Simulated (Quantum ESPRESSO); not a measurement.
## Co: orders under biaxial strain

How does biaxial strain change the magnetic state of Co?

Program: Quantum ESPRESSO 7.5. Level of theory: PBE; plane waves with GBRV 1.5 PBE potentials, no spin-orbit coupling. Results are calculated unless marked as measured.

## (1) The starting structure

The structure is hexagonal, space group P6_3/mmc (No. 194). Conventional cell: a = 2.507 Å, b = 2.507 Å, c = 4.070 Å, α = 90.00°, β = 90.00°, γ = 120.00°. Nearest to Co lie 12 Co at 2.50 to 2.51 Å.

The lattice constants were typed from memory of published values and not checked against a source.

## (2) Biaxial 0.97, ferro ++

Lengths in the Cartesian xy plane scale by the factor; z is kept. Atoms keep their fractional places. Seeded atoms are those given a starting moment.

pw.in

```
&CONTROL
  calculation = 'scf'
  prefix = 'pwscf'
  outdir = './tmp'
  pseudo_dir = './pseudo'
  disk_io = 'nowf'
  tprnfor = .true.
  tstress = .true.
/
&SYSTEM
  ibrav = 0
  celldm(1) = 8
  nat = 2
  ntyp = 1
  ecutwfc = 40
  ecutrho = 280
  nbnd = 26
  occupations = 'smearing'
  smearing = 'fd'
  degauss = 0.00367493
  nspin = 2
  starting_magnetization(1) = 0.1176
/
&ELECTRONS
  conv_thr = 4d-09
  electron_maxstep = 150
  mixing_beta = 0.3
/
ATOMIC_SPECIES
Co     58.9332 co_pbe_v1.2.uspp.F.UPF
CELL_PARAMETERS alat
   0.5744271365755    0.0000000000000    0.0000000000000
  -0.2872135682877    0.4974685645491    0.0000000000000
   0.0000000000000    0.0000000000000    0.9613981659034
ATOMIC_POSITIONS crystal
Co      0.3333333300    0.6666666700    0.2500000000
Co      0.6666666700    0.3333333300    0.7500000000
K_POINTS automatic
16 16 8 0 0 0
```

Launch:

```sh
$ OMP_NUM_THREADS=1 mpirun -n 4 pw.x -nk 4 -in pw.in > pw.out
```

The log of the run:

```text
Program PWSCF v.7.5 starts

     Message from routine setup:
     using ibrav=0 with symmetry is DISCOURAGED, use correct ibrav instead

     K-points division:     npool     =       4
     Subspace diagonalization in iterative solution of the eigenvalue problem:

     bravais-lattice index     =            0
     lattice parameter (alat)  =       8.0000  a.u.
     unit-cell volume          =     140.6610 (a.u.)^3
     number of atoms/cell      =            2
     number of atomic types    =            1
     number of electrons       =        34.00
     number of Kohn-Sham states=           26
     kinetic-energy cutoff     =      40.0000  Ry
     charge density cutoff     =     280.0000  Ry
     scf convergence threshold =      4.0E-09
     mixing beta               =       0.3000
     number of iterations used =            8  plain     mixing
     Exchange-correlation= SLA  PW   PBE  PBE
                           (   1   4   3   4   0   0   0)

     celldm(1)=   8.000000  celldm(2)=   0.000000  celldm(3)=   0.000000
     celldm(4)=   0.000000  celldm(5)=   0.000000  celldm(6)=   0.000000

     crystal axes: (cart. coord. in units of alat)
               a(1) = (   0.574427   0.000000   0.000000 )
               a(2) = (  -0.287214   0.497469   0.000000 )
               a(3) = (   0.000000   0.000000   0.961398 )

     reciprocal axes: (cart. coord. in units 2 pi/alat)
               b(1) = (  1.740865  1.005089 -0.000000 )
               b(2) = (  0.000000  2.010177  0.000000 )
               b(3) = (  0.000000 -0.000000  1.040152 )

     PseudoPot. # 1 for Co read from file:
     co_pbe_v1.2.uspp.F.UPF
     Pseudo is Ultrasoft + core correction, Zval = 17.0

     atomic species   valence    mass     pseudopotential
     Co               17.00    58.93320     Co( 1.00)

     Starting magnetic structure
     atomic species   magnetization
     Co              0.118

     24 Sym. Ops., with inversion, found (12 have fractional translation)

   Cartesian axes

     site n.     atom                  positions (alat units)
         1        Co     tau(   1) = (  -0.0000000   0.3316457   0.2403495  )
         2        Co     tau(   2) = (   0.2872136   0.1658229   0.7210486  )

     number of k points=   150  Fermi-Dirac smearing, width (Ry)=  0.0037

     Number of k-points >= 100: set verbosity='high' to print them.

     Dense  grid:    11153 G-vectors     FFT dimensions: (  25,  25,  48)

     Smooth grid:     4795 G-vectors     FFT dimensions: (  20,  20,  32)

     Check: negative core charge=   -0.000056
     Generating pointlists ...
     new r_m :   0.2370 (alat units)  1.8956 (a.u.) for type    1

     Initial potential from superposition of free atoms

     starting charge      32.0000, renormalised to      34.0000
     Starting wfcs are   26 randomized atomic wfcs

     Self-consistent Calculation

     iteration #  1     ecut=    40.00 Ry     beta= 0.30
     Davidson diagonalization with overlap
     ethr =  1.00E-02,  avg # of iterations =  4.6

     total energy              =    -594.09777129 Ry
     estimated scf accuracy    <      13.70725061 Ry

     total magnetization       =     2.10 Bohr mag/cell
     absolute magnetization    =     2.14 Bohr mag/cell

     iteration #  2     ecut=    40.00 Ry     beta= 0.30
     Davidson diagonalization with overlap
     ethr =  1.00E-02,  avg # of iterations =  2.1

     total energy              =    -596.90223142 Ry
     estimated scf accuracy    <       0.39947322 Ry

     total magnetization       =     3.12 Bohr mag/cell
     absolute magnetization    =     3.27 Bohr mag/cell

     [... further iterations left out ...]

     iteration # 10     ecut=    40.00 Ry     beta= 0.30
     Davidson diagonalization with overlap
     ethr =  2.26E-09,  avg # of iterations =  1.5

     total energy              =    -596.97528170 Ry
     estimated scf accuracy    <       0.00000004 Ry

     total magnetization       =     3.18 Bohr mag/cell
     absolute magnetization    =     3.53 Bohr mag/cell

     iteration # 11     ecut=    40.00 Ry     beta= 0.30
     Davidson diagonalization with overlap
     ethr =  1.12E-10,  avg # of iterations =  1.5

     Magnetic moment per site  (integrated on atomic sphere of radius R)
     atom   1 (R=0.237)  charge= 15.5278  magn=  1.6702
     atom   2 (R=0.237)  charge= 15.5278  magn=  1.6702

     End of self-consistent calculation

     Number of k-points >= 100: set verbosity='high' to print the bands.

     the Fermi energy is    19.4408 ev

!    total energy              =    -596.97528177 Ry
     estimated scf accuracy    <          1.5E-09 Ry
     smearing contrib. (-TS)   =      -0.00100918 Ry
     internal energy E=F+TS    =    -596.97427259 Ry

     The total energy is F=E-TS. E is the sum of the following terms:
     one-electron contribution =    -300.54065676 Ry
     hartree contribution      =     173.38027049 Ry
     xc contribution           =     -65.42190429 Ry
     ewald contribution        =    -404.39198202 Ry

     total magnetization       =     3.18 Bohr mag/cell
     absolute magnetization    =     3.53 Bohr mag/cell

     convergence has been achieved in  11 iterations

     Forces acting on atoms (cartesian axes, Ry/au):

     atom    1 type  1   force =     0.00000000    0.00000000    0.00000000
     atom    2 type  1   force =     0.00000000    0.00000000    0.00000000

     Total force =     0.000000     Total SCF correction =     0.000000

     Computing stress (Cartesian axis) and pressure

          total   stress  (Ry/bohr**3)                   (kbar)     P=       95.92
   0.00091828  -0.00000000   0.00000000          135.08       -0.00        0.00
  -0.00000000   0.00091828   0.00000000           -0.00      135.08        0.00
   0.00000000   0.00000000   0.00011965            0.00        0.00       17.60

=------------------------------------------------------------------------------=
   JOB DONE.
=------------------------------------------------------------------------------=
```

Elapsed: 12 s, on 4 MPI ranks of Arm Neoverse V2, shared host; peak memory 0.3 GiB; 48 s of CPU time.

Spin moment in the atom's sphere by atom:

```csv
atom,spin moment in the atom's sphere (μB)
Co1,1.67
Co2,1.67
```

Numbers from this step:

```
smearing term TS       : 0.01373 eV
pressure               : 9.592 GPa
magnetization          : 3.18 μB
absolute magnetization : 3.528 μB
final state            : ferromagnetic
```

## (3) Biaxial 0.97, no spin polarisation

pw.in: that of step 2 with these lines changed.

```diff
@@ -16,3 +16,3 @@
   ecutrho = 280
-  nbnd = 26
+  nbnd = 24
   occupations = 'smearing'
@@ -20,4 +20,2 @@
   degauss = 0.00367493
-  nspin = 2
-  starting_magnetization(1) = 0.1176
 /
```

The log of the run:

```text
     [... lines left out ...]
Program PWSCF v.7.5 starts
     [... lines left out ...]
     number of atoms/cell      =            2
     [... lines left out ...]
     number of electrons       =        34.00
     number of Kohn-Sham states=           24
     kinetic-energy cutoff     =      40.0000  Ry
     charge density cutoff     =     280.0000  Ry
     scf convergence threshold =      4.0E-09
     [... lines left out ...]
     24 Sym. Ops., with inversion, found (12 have fractional translation)
     [... lines left out ...]
     number of k points=   150  Fermi-Dirac smearing, width (Ry)=  0.0037
     [... lines left out ...]
     iteration #  9     ecut=    40.00 Ry     beta= 0.30
     [... lines left out ...]
     the Fermi energy is    19.3167 ev
!    total energy              =    -596.93952292 Ry
     estimated scf accuracy    <          2.3E-10 Ry
     smearing contrib. (-TS)   =      -0.00343313 Ry
     [... lines left out ...]
     convergence has been achieved in   9 iterations
     [... lines left out ...]
     Total force =     0.000000     Total SCF correction =     0.000000
     [... lines left out ...]
          total   stress  (Ry/bohr**3)                   (kbar)     P=      -24.07
     [... lines left out ...]
```

Run time: 5.5 s. Hardware: 4 MPI ranks; peak memory 0.25 GiB; 22 s of CPU time.

Read from the output:

| Quantity | Value |
| --- | --- |
| smearing term TS | 0.04671 eV |
| pressure | -2.407 GPa |
| final state | non-magnetic (no spin polarisation) |

## (4) Biaxial 1.03, ferro ++

pw.in: that of step 3 with these lines changed.

```diff
@@ -16,3 +16,3 @@
   ecutrho = 280
-  nbnd = 24
+  nbnd = 26
   occupations = 'smearing'
@@ -20,2 +20,4 @@
   degauss = 0.00367493
+  nspin = 2
+  starting_magnetization(1) = 0.1176
 /
@@ -29,4 +31,4 @@
 CELL_PARAMETERS alat
-   0.5744271365755    0.0000000000000    0.0000000000000
-  -0.2872135682877    0.4974685645491    0.0000000000000
+   0.6099587120337    0.0000000000000    0.0000000000000
+  -0.3049793560169    0.5282398159645    0.0000000000000
    0.0000000000000    0.0000000000000    0.9613981659034
```

The log of the run:

```text
     [... lines left out ...]
Program PWSCF v.7.5 starts
     [... lines left out ...]
     number of atoms/cell      =            2
     [... lines left out ...]
     number of electrons       =        34.00
     number of Kohn-Sham states=           26
     kinetic-energy cutoff     =      40.0000  Ry
     charge density cutoff     =     280.0000  Ry
     scf convergence threshold =      4.0E-09
     [... lines left out ...]
     24 Sym. Ops., with inversion, found (12 have fractional translation)
     [... lines left out ...]
     number of k points=   150  Fermi-Dirac smearing, width (Ry)=  0.0037
     [... lines left out ...]
     iteration # 11     ecut=    40.00 Ry     beta= 0.30
     [... lines left out ...]
     Magnetic moment per site  (integrated on atomic sphere of radius R)
     atom   1 (R=0.246)  charge= 15.5973  magn=  1.8003
     atom   2 (R=0.246)  charge= 15.5973  magn=  1.8003
     [... lines left out ...]
     the Fermi energy is    16.7858 ev
!    total energy              =    -596.97186056 Ry
     estimated scf accuracy    <          3.6E-09 Ry
     smearing contrib. (-TS)   =      -0.00121783 Ry
     [... lines left out ...]
     total magnetization       =     3.41 Bohr mag/cell
     absolute magnetization    =     3.82 Bohr mag/cell
     convergence has been achieved in  11 iterations
     [... lines left out ...]
     Total force =     0.000000     Total SCF correction =     0.000000
     [... lines left out ...]
          total   stress  (Ry/bohr**3)                   (kbar)     P=     -135.49
     [... lines left out ...]
```

The job ended after 13 s (4 MPI ranks; peak memory 0.32 GiB).

This step gave:

| Quantity | Value |
| --- | --- |
| smearing term TS | 0.01657 eV |
| pressure | -13.55 GPa |
| magnetization | 3.415 μB |
| absolute magnetization | 3.822 μB |
| final state | ferromagnetic |
| largest moment | 1.800 μB |

## (5) Trends

The runs not shown differ from these in the moved quantity alone.

States, by row:

```
biaxial       ferro ++  no spin polarisation
   0.97  ferromagnetic          non-magnetic
   0.98  ferromagnetic          non-magnetic
   0.99  ferromagnetic          non-magnetic
      1  ferromagnetic          non-magnetic
   1.01  ferromagnetic          non-magnetic
   1.02  ferromagnetic          non-magnetic
   1.03  ferromagnetic          non-magnetic
```

Largest site moment, ferro ++ against biaxial:

```
biaxial (factor)  largest site moment, ferro ++ (μB)
          0.9700                                1.67
          0.9800                                1.68
          0.9900                                1.71
          1.0000                                1.74
          1.0100                                1.76
          1.0200                                1.78
          1.0300                                1.80
```

The energy less that of the parallel start, no spin polarisation by biaxial:

```csv
biaxial (factor),"energy less that of the parallel start, no spin polarisation (meV a seeded atom)"
0.9700,243
0.9800,259
0.9900,275
1.0000,291
1.0100,306
1.0200,321
1.0300,336
```

Table of energy over the lowest by biaxial; values in meV an atom:

```
biaxial (factor)  ferro ++  no spin polarisation
          0.9700      19.4                   263
          0.9800      5.55                   265
          0.9900         0                   275
          1.0000      1.61                   292
          1.0100      9.59                   316
          1.0200      23.4                   345
          1.0300      42.7                   378
```

## (6) Results

```json
{"moment, parallel start": "1.67 to 1.80 μB", "states met from these starts": "ferromagnetic"}
```

What this shows: The moment of the parallel start goes from 1.67 μB at 0.97 to 1.80 μB at 1.03. The net moment of the cell goes from 3.18 to 3.42 μB. The radius of the spheres follows the nearest distance, so part of the change of the site moments is the spheres'. Only a parallel start was run beside the spinless one, so opposed or spiral orders, which may lie lower, are not probed.

[Logs and program files are shortened in this print: banners, set-up blocks, solver, clock and traceback lines can be left out without a mark of their own.]

[Logs are printed without paths, hosts, clocks, repeated set-up lines and the standing remarks that a program may print on its own settings, such as how far it seeks lower states.]

[Hosts, paths, dates, database ids (printed as entryN), source tags and the programs' standing remarks are cut or masked in the printed files.]

[Where a cell is said to come from a database of computed structures, the database is the Materials Project.]
